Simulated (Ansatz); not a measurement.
# BaTiO3 (P4mm): the gap up the ladder of methods

Wanted: a ladder of band gaps for BaTiO3 (P4mm), from density functionals to G0W0.

Method: density functionals, hybrids and G0W0, plane waves, PAW, in Ansatz 0.2.0.

The database entry behind the starting cell differs from later determinations by our own check (c/a about 0.6 % short), so it need not match the best structure at ambient conditions.

In doubt: the elements are of a kind flagged for part-filled d or f shells, though by formal charges that shell is empty here, so the flag may not apply.

### Step 1. The structure

It takes space group P4mm (No. 99, tetragonal). Conventional cell: a = 4.000 Å, b = 4.000 Å, c = 4.018 Å, α = 90.00°, β = 90.00°, γ = 90.00°. Nearest to Ba lie 12 O at 2.79 to 2.88 Å. Nearest to Ti lie 6 O at 1.89 to 2.13 Å. O has 2 Ti at 1.89 to 2.13 Å and 4 Ba at 2.83 Å nearest. Nearest to O lie 2 Ti at 2.00 Å and 4 Ba at 2.79 to 2.88 Å. Farther neighbours and most contacts between anions are not listed.

As a file:

```cif
data_structure
_symmetry_space_group_name_H-M 'P 1'
_symmetry_Int_Tables_number 1
_cell_length_a 3.9998
_cell_length_b 3.9998
_cell_length_c 4.0180
_cell_angle_alpha 90.000
_cell_angle_beta 90.000
_cell_angle_gamma 90.000
_cell_volume 64.28
loop_
_atom_site_label
_atom_site_type_symbol
_atom_site_fract_x
_atom_site_fract_y
_atom_site_fract_z
_atom_site_occupancy
Ba1 Ba 0.00000 0.00000 0.00000 1
Ti2 Ti 0.50000 0.50000 0.49000 1
O3 O 0.50000 0.50000 0.01900 1
O4 O 0.50000 0.00000 0.51700 1
O5 O 0.00000 0.50000 0.51700 1
```

The cell and positions come from the Crystallography Open Database and are kept as given unless a step says otherwise. Spin-orbit coupling is left out unless a step names it. The default PAW set here is soft_2. Its files were made with PBE.

### Step 2. PBE on the 6×6×6 mesh

Levels along a band path and on the mesh show where this functional puts the band edges.

This step: DFT, PBE, plane waves, PAW.

Contents of input.yaml:

```yaml
crystal:
  lattice:
    - [3.9998, 0.0, 0.0]
    - [0.0, 3.9998, 0.0]
    - [0.0, 0.0, 4.018]
  atoms:
    - { symbol: Ba, position: [0.0, 0.0, 0.0] }
    - { symbol: Ti, position: [0.5, 0.5, 0.49] }
    - { symbol: O, position: [0.5, 0.5, 0.019] }
    - { symbol: O, position: [0.5, 0.0, 0.517] }
    - { symbol: O, position: [0.0, 0.5, 0.517] }
kpoints:
  mp_grid: { grid: [6, 6, 6] }
  band_path:
    path:
      - [[0.0, 0.0, 0.0], [0.0, 0.5, 0.0], [0.5, 0.5, 0.0], [0.0, 0.0, 0.0], [0.0, 0.0, 0.5], [0.0, 0.5, 0.5], [0.5, 0.5, 0.5], [0.0, 0.0, 0.5]]
      - [[0.0, 0.5, 0.0], [0.0, 0.5, 0.5]]
      - [[0.5, 0.5, 0.0], [0.5, 0.5, 0.5]]
    npoints: 10
hamiltonian:
  xc: pbe
scf:
  occupations: { method: fermi_dirac, width: 0.02 }
  n_extra_bands: 5
output:
  eigenvalues: true
  write_density: true
  write_potential: true
  elf: true
  volumetric_format: npy
```

The run is started by

```
$ ansatz run input.yaml --threads 4 --pin off --max-ram 138240MiB --backend cuda --events-out ev --progress --plain --runs-dir out --devices 1 --max-vram 26GiB
```

Numbers of over 12 decimals in the logs are rounded to 6 here.

Output:

```text
scf.n_extra_bands = 5 over 20 filled bands (N_el = 40.0): the run solves 25 bands
GPUs: using 1 of 1 available (devices: 1).
Engine: ansatz 0.2.0, x86_64-unknown-linux-gnu
Pseudopotentials: kind: paw
Pseudopotential: Ba, paw, valence charge 10, recommended cutoff 420 eV (normal), Ba.paw.azcp
Pseudopotential: Ti, paw, valence charge 12, recommended cutoff 420 eV (normal), Ti.paw.azcp
Pseudopotential: O, paw, valence charge 6, recommended cutoff 420 eV (normal), O.paw.azcp
Functional definition: PBE
  parameter kappa = 0.804
  parameter beta = 0.066725
  exchange = pbe_x(kappa = kappa, mu = beta*pi^2/3)
  correlation = pbe_c(beta = beta)
device memory: the entry about to start is reckoned to put 1.7 GiB on a device that reports 55.9 GiB free (of which the cap on the GPU budget leaves the run 26.0 GiB)
GPU FFT provider: cuFFT
GPU libraries: cuBLAS 13.8.2, cuFFT 12.4.0, cuSOLVER 12.3.4
Crystal: 5 atoms, lattice volume = 64.282 Å³
Basis set: ecut = 420 eV, 1237 PW (Γ)
Bands: 25, of which v1, the nominal top of the filled ones, is band 20 counted from 1 (19 counted from 0)
Symmetry: 8 space group operations
Space group: P4mm (ITA 99), of the structure as read, at distance tolerance 4.0e-5 Å
k-points: 40 of 216 (time reversal used)
Non-local potential: Ba, projectors of the file, l = 0: 3, l = 1: 2, l = 2: 2, l = 3: 2
Non-local potential: Ti, projectors of the file, l = 0: 3, l = 1: 2, l = 2: 3, l = 3: 1
Non-local potential: O, projectors of the file, l = 0: 2, l = 1: 2, l = 2: 1
PAW form: soft (Blöchl's): semilocal exchange-correlation on the pseudo side does not see the compensation charge
PAW one-centre angular grid: Ba, 194 points (default); XC on 64 Gauss nodes
PAW one-centre angular grid: Ti, 590 points (default); XC on 64 Gauss nodes
PAW one-centre angular grid: O, 110 points (default); XC on 64 Gauss nodes
Initial density: superposition of atomic densities (neutral atoms: chi_scale 0, normalization atom), corrected by the library's trained network
Initial wavefunctions: pseudopotential atomic-orbital guess
GPU buffer pool allocated for 19683 grid points (all kernels)
GPU transforms: local potential and band sums: pruned to the plane-wave sphere, on 27×27×27
Functional: x = pbe(κ = 0.804, μ = 0.219515), c = pbe(β = 0.066725)
SCF iter   1: F=—  HF=-10159.577683 eV  |F-HF|=—  |Δ(HF+E_count)|=         —  Δρ=1.59e-3  dr2=9.89e-4  ethr=1.77e-3  ⟨swp⟩=6.4  Hψ=5021  notcnv=0
preconditioner: auto → Resta (q_TF=auto, 2.521 Å⁻¹)  ε∞=5.9  [insulator: Δε(μ)=1.818 eV  Ē_g=11.890 eV  σ=0.020 eV  W_gap=1.00  n_scr=18 (ndim 8)  ℏωp=26.2 eV  f_vac=0.000  D(μ)=0.00/eV (n_scr^D=0)  ε∞_Penn≈5.9]
SCF iter   2: F=—  HF=-10159.577945 eV  |F-HF|=—  |Δ(HF+E_count)|=   2.61e-4  Δρ=7.77e-4  dr2=2.52e-4  ethr=2.47e-6  ⟨swp⟩=2.0  Hψ=2124  notcnv=0  defer=10
SCF iter   3: F=—  HF=-10159.578164 eV  |F-HF|=—  |Δ(HF+E_count)|=   2.19e-4  Δρ=1.24e-4  dr2=1.50e-5  ethr=6.30e-7  ⟨swp⟩=2.8  Hψ=1485  notcnv=0  defer=10
SCF iter   4: F=—  HF=-10159.578205 eV  |F-HF|=—  |Δ(HF+E_count)|=   4.13e-5  Δρ=3.60e-5  dr2=9.54e-7  ethr=3.74e-8  ⟨swp⟩=2.6  Hψ=1560  notcnv=0  defer=10
iter 5 did not close the SCF: its close was put off for the readings that it lacked (scf_convergence_deferred on its scf_iter line)
SCF iter   5: F=-10159.578205 eV  HF=-10159.578205 eV  |F-HF|=7.67e-9  |Δ(HF+E_count)|=   6.35e-8  Δρ=7.79e-6  dr2=2.78e-8  ethr=2.39e-9  ⟨swp⟩=2.0  Hψ=1514  notcnv=0  defer=10
SCF iter   6: F=-10159.578205 eV  HF=-10159.578205 eV  |F-HF|=1.16e-10  |Δ(HF+E_count)|=   3.44e-9  Δρ=2.00e-6  dr2=2.31e-9  ethr=6.95e-11  ⟨swp⟩=5.2  Hψ=3870  notcnv=0
SCF 1 converged in 6 iterations: F = -10159.578205 eV  dr2 = 2.31e-9
[...]
device memory: the entry about to start is reckoned to put 2.1 GiB on a device that reports 55.9 GiB free (of which the cap on the GPU budget leaves the run 26.0 GiB)
NSCF: frozen V_eff on 93 k-points, pencils in batches of 32, up to order 112
SCF converged after 6 iterations
Free energy (F): -10159.578205 eV
Harris-Foulkes:  -10159.578205 eV  (|F-HF|=1.16e-10)
Internal energy: -10159.578205 eV  (E = F + TS)
E sigma→0 (E₀):  -10159.578205 eV
Fermi energy:    11.225736 eV
--- Per-component energies (eV) ---
  E_band       = -141.293899
  E_kinetic    = 970.192610
  E_local      = -2101.869774  (includes V_loc(G=0)·N_el)
  E_nonlocal   = 203.557063
  E_hartree    = 821.006985
  E_xc         = -491.546602
  E_vxc        = -546.244045  (∫ρ·V_xc dr)
  E_paw        = -6744.547965  (= ΣΔE_a)
  E_vpaw       = -308.950450  (= ΣTr[D̂ρ^β])
  E_aug_tail   = 0.007416  (compensation charges beyond the density's cutoff)
  E_ewald      = -2816.377938
  E_smearing   = -0.000000  (= −TS)
  E_closure    = 0.000000  (closes the sum)
  Σ components = -10159.578205   (vs F -10159.578205, Δ=0.00e0)
--- Band table (eV; the first three rows and the last of 40) ---
  k-point 0: bands = [... 16 lower, 9.1492, 10.0358, 10.0502, 10.0502, 12.1378, 12.3488, 12.3488, 14.3317, ... 1 higher]
  k-point 1: bands = [... 16 lower, 8.9393, 9.4846, 9.9331, 9.9331, 12.1687, 12.7845, 12.7845, 14.3308, ... 1 higher]
  k-point 2: bands = [... 16 lower, 8.5743, 8.7124, 9.7283, 9.7283, 12.2322, 13.5422, 13.5422, 14.3312, ... 1 higher]
  k-point 39: bands = [... 16 lower, 7.9500, 10.2185, 10.2185, 10.3021, 14.5080, 14.5080, 14.5099, 16.9427, ... 1 higher]
```

Run time: 6.5 s. Hardware: 1 × NVIDIA H100 80GB HBM3 (shared by 3 runs) with 4 threads of AMD EPYC 7R13 (Zen 3), shared host; peak memory 0.95 GiB; 7.2 s of CPU time.

In the SCF lines HF is the Harris–Foulkes energy and dr2 the Hartree energy of the density residual, in eV; the loop may stop once dr2 is under the threshold and the program's other checks hold. Hψ counts applications of the Hamiltonian.

This step gave:

```yaml
filled_bands: 20
gap: 1.836 eV
valence_top_at: A
conduction_bottom_at: Γ
least_direct_gap: 2.088 eV
```

Over mesh and path the gap is 1.836 eV, from k = (0.500, 0.500, 0.500) to k = Γ. The least direct gap found is 2.088 eV, at k = Γ.

### Step 3. PBE+SOC on the 6×6×6 mesh

This run has two-component orbitals with spin-orbit coupling.

This step: DFT, PBE with spin-orbit coupling, plane waves, PAW.

input.yaml, the sections that differ from step 2:

```yaml
kpoints:
  mp_grid: { grid: [6, 6, 6] }
  band_path:
    path:
      - [0.0, 0.0, 0.0]
      - [0.0, 0.5, 0.0]
      - [0.5, 0.5, 0.0]
      - [0.0, 0.0, 0.5]
      - [0.0, 0.5, 0.5]
      - [0.5, 0.5, 0.5]
    npoints: 1
scf:
  occupations: { method: fixed }
  n_extra_bands: 10
magnetization:
  noncollinear: true
  spin_orbit: true
output:
  eigenvalues: true
# crystal, hamiltonian: as in step 2
```

Output:

```text
[...]
GPUs: using 1 of 1 available (devices: 1).
[...]
non-collinear run that drives no moment, with spin-orbit: no starting moment large enough to seed its density (crystal.atoms[].spin), no starting occupations that ask for one, no magnetisation constraint and no magnetic field, so the semilocal B_xc is pinned to zero
[...]
GPU FFT provider: cuFFT
GPU libraries: cuBLAS 13.8.2, cuFFT 12.4.0, cuSOLVER 12.3.4
Crystal: 5 atoms, lattice volume = 64.282 Å³
Basis set: ecut = 420 eV, 1237 PW (Γ)
Bands: 50, of which v1, the nominal top of the filled ones, is band 40 counted from 1 (39 counted from 0)
Symmetry: 8 space group operations + 8 with time reversal
[...]
k-points: 40 of 216 (time reversal used)
Projection manifold: j_resolved (fully-relativistic pseudo-atomic orbitals)
[...]
GPU buffer pool allocated for 19683 grid points (all kernels)
[...]
Absolute magnetization: 0.0000 μB (∫|m|)
  site 0: m = (+0.0000, +0.0000, +0.0000) μB, |m| = 0.0000 μB  (R = 1.15 Å)
  site 1: m = (+0.0000, +0.0000, +0.0000) μB, |m| = 0.0000 μB  (R = 0.78 Å)
  site 2: m = (+0.0000, +0.0000, +0.0000) μB, |m| = 0.0000 μB  (R = 0.78 Å)
  site 3: m = (+0.0000, +0.0000, +0.0000) μB, |m| = 0.0000 μB  (R = 0.83 Å)
  site 4: m = (+0.0000, +0.0000, +0.0000) μB, |m| = 0.0000 μB  (R = 0.83 Å)
Free energy (F): -10164.412738 eV
[...]
Internal energy: -10164.412738 eV  (E = F + TS)
E sigma→0 (E₀):  -10164.412738 eV
Fermi energy:    10.301338 eV
[...]
--- Band table (eV; the first three rows and the last of 40) ---
  k-point 0: bands = [... 36 lower, 10.0865, 10.0865, 10.0953, 10.0953, 12.1358, 12.1358, 12.3363, 12.3363, ... 6 higher]
  k-point 1: bands = [... 36 lower, 9.9014, 9.9014, 9.9714, 9.9714, 12.1672, 12.1672, 12.7720, 12.7720, ... 6 higher]
  k-point 2: bands = [... 36 lower, 9.7029, 9.7029, 9.7523, 9.7523, 12.2308, 12.2308, 13.5289, 13.5289, ... 6 higher]
  k-point 39: bands = [... 36 lower, 10.2226, 10.2226, 10.3013, 10.3013, 14.5029, 14.5029, 14.5039, 14.5039, ... 6 higher]
[key lines of the parts left out:]
SCF converged after 10 iterations
Magnetization: |M| = 0.0000 μB,  M = (+0.0000, +0.0000, +0.0000) μB
```

Wall time 6.5 s (1 × NVIDIA H100 80GB HBM3 (shared by 3 runs) with 4 threads); peak memory 1 GiB; 9.9 s of CPU time.

Numbers from this step:

```
gap                  : 1.834 eV
valence top at       : A
conduction bottom at : Γ
least direct gap     : 2.041 eV
```

Over mesh and listed points the gap is 1.834 eV, from k = (0.500, 0.500, 0.500) to k = Γ. The least direct gap found is 2.041 eV, at k = Γ. PBE+SOC against PBE: 1.834 − 1.836 = −0.002 eV, with the same mesh, set of files (read in its fully relativistic form for the spin-orbit run) and cutoff, and both edges at the same k points. The spin-orbit run sees mesh and listed points alone, so its gap is an upper bound: the coupling can move an edge off these points, the more so as this crystal has no centre of inversion, and the change over the zone, its sign included where it is small, is not known.

### Step 4. HSE06 on the 4×4×4 mesh

HSE06 mixes in a quarter of exact exchange at short range.

This step: DFT, HSE06, plane waves, PAW.

input.yaml, as its differences from that of step 3:

```diff
@@ -12,3 +12,3 @@
 kpoints:
-  mp_grid: { grid: [6, 6, 6] }
+  mp_grid: { grid: [4, 4, 4] }
   band_path:
@@ -23,9 +23,6 @@
 hamiltonian:
-  xc: pbe
+  xc: hse06
 scf:
   occupations: { method: fixed }
-  n_extra_bands: 10
-magnetization:
-  noncollinear: true
-  spin_orbit: true
+  n_extra_bands: 5
 output:
```

Output:

```text
[...]
GPUs: using 1 of 1 available (devices: 1).
[...]
davidson cushion auto → on  (no smearing: the cushion is to keep the highest requested band from converging to the state above it; pin scf.eigensolver.cushion to override)
[...]
GPU FFT provider: cuFFT
GPU libraries: cuBLAS 13.8.2, cuFFT 12.4.0, cuSOLVER 12.3.4
Crystal: 5 atoms, lattice volume = 64.282 Å³
Basis set: ecut = 420 eV, 1237 PW (Γ)
[...]
Fermi energy:    9.283855 eV
[...]
--- Band table (eV; the first three rows and the last of 18) ---
  k-point 0: bands = [... 16 lower, 8.0410, 9.0129, 9.0517, 9.0517, 12.5211, 12.7213, 12.7213, 14.6772, ... 1 higher]
  k-point 1: bands = [... 16 lower, 7.6439, 7.9575, 8.7933, 8.7933, 12.5928, 13.6294, 13.6294, 14.6776, ... 1 higher]
  k-point 2: bands = [... 16 lower, 7.2505, 7.2980, 8.5696, 8.5696, 12.6677, 14.4557, 14.4557, 14.6797, ... 1 higher]
  k-point 17: bands = [... 16 lower, 6.7956, 9.1953, 9.1953, 9.2839, 15.1797, 15.1797, 15.1995, 17.5071, ... 1 higher]
[key lines of the parts left out:]
Free energy (F): -10163.451616 eV
```

Elapsed: 22 s, on 1 × NVIDIA H100 80GB HBM3 (shared by 3 runs) with 4 threads; peak memory 1.2 GiB; 21 s of CPU time.

Numbers from this step:

```
gap                     : 3.237 eV
valence top at          : A
conduction bottom at    : Γ
least direct gap        : 3.469 eV
exact-exchange fraction : 0.25
```

Over mesh and listed points the gap is 3.237 eV, from k = (0.500, 0.500, 0.500) to k = Γ. The least direct gap found is 3.469 eV, at k = Γ. HSE06 against PBE: 3.237 − 1.836 = +1.401 eV. The runs also differ in mesh (6×6×6 and 4×4×4), so how much of this comes from the functional alone is not known.

### Step 5. HSE06+SOC on the 4×4×4 mesh

This step: DFT, HSE06 with spin-orbit coupling, plane waves, PAW.

input.yaml, as its differences from that of step 4:

```diff
@@ -26,4 +26,11 @@
   occupations: { method: fixed }
-  n_extra_bands: 5
+  n_extra_bands: 10
+magnetization:
+  noncollinear: true
+  spin_orbit: true
 output:
   eigenvalues: true
+  write_density: true
+  write_potential: true
+  elf: true
+  volumetric_format: npy
```

Output:

```text
[...]
GPUs: using 1 of 1 available (devices: 1).
[...]
GPU FFT provider: cuFFT
GPU libraries: cuBLAS 13.8.2, cuFFT 12.4.0, cuSOLVER 12.3.4
Crystal: 5 atoms, lattice volume = 64.282 Å³
Basis set: ecut = 420 eV, 1237 PW (Γ)
Bands: 50, of which v1, the nominal top of the filled ones, is band 40 counted from 1 (39 counted from 0)
Symmetry: 8 space group operations + 8 with time reversal
[...]
--- Band table (eV; the first three rows and the last of 18) ---
  k-point 0: bands = [... 36 lower, 9.0830, 9.0830, 9.1059, 9.1059, 12.5193, 12.5193, 12.7087, 12.7087, ... 6 higher]
  k-point 1: bands = [... 36 lower, 8.7580, 8.7580, 8.8318, 8.8318, 12.5918, 12.5918, 13.6161, 13.6161, ... 6 higher]
  k-point 2: bands = [... 36 lower, 8.5464, 8.5464, 8.5908, 8.5908, 12.6668, 12.6668, 14.4412, 14.4412, ... 6 higher]
  k-point 17: bands = [... 36 lower, 9.2008, 9.2008, 9.2838, 9.2838, 15.1736, 15.1736, 15.1810, 15.1810, ... 6 higher]
[key lines of the parts left out:]
Magnetization: |M| = 0.0000 μB,  M = (+0.0000, +0.0000, +0.0000) μB
Free energy (F): -10161.711385 eV
Fermi energy:    9.283788 eV
```

Wall time 57 s (1 × NVIDIA H100 80GB HBM3 (shared by 3 runs) with 4 threads); peak memory 1.7 GiB.

Numbers from this step:

| Quantity | Value |
| --- | --- |
| gap | 3.235 eV |
| valence top at | A |
| conduction bottom at | Γ |
| least direct gap | 3.413 eV |
| exact-exchange fraction | 0.25 |

Over mesh and listed points the gap is 3.235 eV, from k = (0.500, 0.500, 0.500) to k = Γ. The least direct gap found is 3.413 eV, at k = Γ. HSE06+SOC against HSE06: 3.235 − 3.237 = −0.002 eV, with the same mesh, set of files (read in its fully relativistic form for the spin-orbit run) and cutoff, and both edges at the same k points. The spin-orbit run sees mesh and listed points alone, so its gap is an upper bound: the coupling can move an edge off these points, the more so as this crystal has no centre of inversion, and the change over the zone, its sign included where it is small, is not known.

### Step 6. G0W0@PBE, 6×6×6 mesh, 1081 empty bands, screening to 380 eV, hard PAW files

G0W0 replaces the xc potential by a self-energy built once from the orbitals of the start. Levels are corrected in the window of bands that the input names, at points of the mesh.

This step: G0W0 on PBE, plane waves, PAW.

Contents of input.yaml:

```yaml
crystal:
  lattice:
    - [3.9998, 0.0, 0.0]
    - [0.0, 3.9998, 0.0]
    - [0.0, 0.0, 4.018]
  atoms:
    - { symbol: Ba, position: [0.0, 0.0, 0.0] }
    - { symbol: Ti, position: [0.5, 0.5, 0.49] }
    - { symbol: O, position: [0.5, 0.5, 0.019] }
    - { symbol: O, position: [0.5, 0.0, 0.517] }
    - { symbol: O, position: [0.0, 0.5, 0.517] }
kpoints:
  mp_grid: { grid: [6, 6, 6] }
hamiltonian:
  xc: pbe
  pseudopotentials: { kind: paw, source: ansatz }
scf:
  occupations: { method: fixed }
gw:
  n_empty_bands: 1081
  ecut_chi: 380
  qp_bands: [v2, c2]
  qp_kpoints: band_edges
  screening: { model: contour_deformation }
```

Output:

```text
GPUs: using 1 of 1 available (devices: 1).
[...]
GPU FFT provider: cuFFT
GPU libraries: cuBLAS 13.8.2, cuFFT 12.4.0, cuSOLVER 12.3.4
Crystal: 5 atoms, lattice volume = 64.282 Å³
Basis set: ecut = 930 eV, 4115 PW (Γ)
Bands: 25, of which v1, the nominal top of the filled ones, is band 20 counted from 1 (19 counted from 0)
Symmetry: 8 space group operations
[...]
k-points: 40 of 216 (time reversal used)
[...]
1    22     12.8030   -13.7357    -6.6742   -21.1398  0.7155    13.5442    13.5329  root
[...]
39    19     10.2417   -25.8209     4.2695   -20.7632  0.7063     9.4388     9.4535  root
    39    20     10.3250   -25.8519     4.2930   -20.7851  0.7047     9.5368     9.5512  root
    39    21     14.5298   -14.7147    -8.1842   -23.6522  0.6599    15.3055    15.2831  root
    39    22     14.5298   -14.7147    -8.1842   -23.6522  0.6599    15.3055    15.2831  root
[key lines of the parts left out:]
SCF converged after 11 iterations
Free energy (F): -10144.589061 eV
Fermi energy:    10.325022 eV
```

Run time: 10 min. Hardware: 1 × NVIDIA H100 80GB HBM3 (shared by 3 runs) with 4 threads; peak memory 12 GiB; 20 min of CPU time.

This step gave:

* bands summed: 1101
* RPA ε∞ on this mesh (eigenvalues): 5.876, 6.263, 6.263
* plane waves in the screening matrix: 1045
* G0W0 gap over the corrected points: 3.355 eV
* k of the valence top: -0.5, -0.5, -0.5
* k of the conduction bottom: 0, 0, 0
* starting gap on the mesh: 1.830 eV
* Z at the valence top: 0.7047
* Z at the conduction bottom: 0.7280
* least direct G0W0 gap over the corrected points: 3.620 eV

Over 28 of 40 irreducible mesh points the G0W0 gap is 3.355 eV, from k = (-0.500, -0.500, -0.500) to k = Γ. The PBE gap of this run on the mesh is 1.830 eV. The two states that bound the G0W0 gap lie that far apart at the start, so the correction of the gap is 3.355 − 1.830 = +1.525 eV.

(Continued in part 2 of 2.)

[Paths, hosts, dates, memory and timing lines, banners, echoed tables and standing remarks are left out of the program output.]

[Logs are printed without paths, hosts, clocks, repeated set-up lines and the standing remarks that a program may print on its own settings, such as how far it seeks lower states.]

[Runs of the session that timed out or met a known fault of the program may be left out.]

[Cells called generated may have been cut or substituted from an entry of the Crystallography Open Database or the Materials Project.]

[Hosts, paths, dates, database ids (printed as entryN), source tags and the programs' standing remarks are cut or masked in the printed files.]

[Where an RPA ε∞ is given, it is that of the G0W0 mesh and is not shown converged in it. Names of k-points follow the symmetry that the program found, which can be lower than the space group named. Band edges on a path are those of the sampled points; other points can move an edge, and change direct to indirect where valleys lie close.]

[Hybrid gaps are those of their k-mesh and are not shown converged in it.]
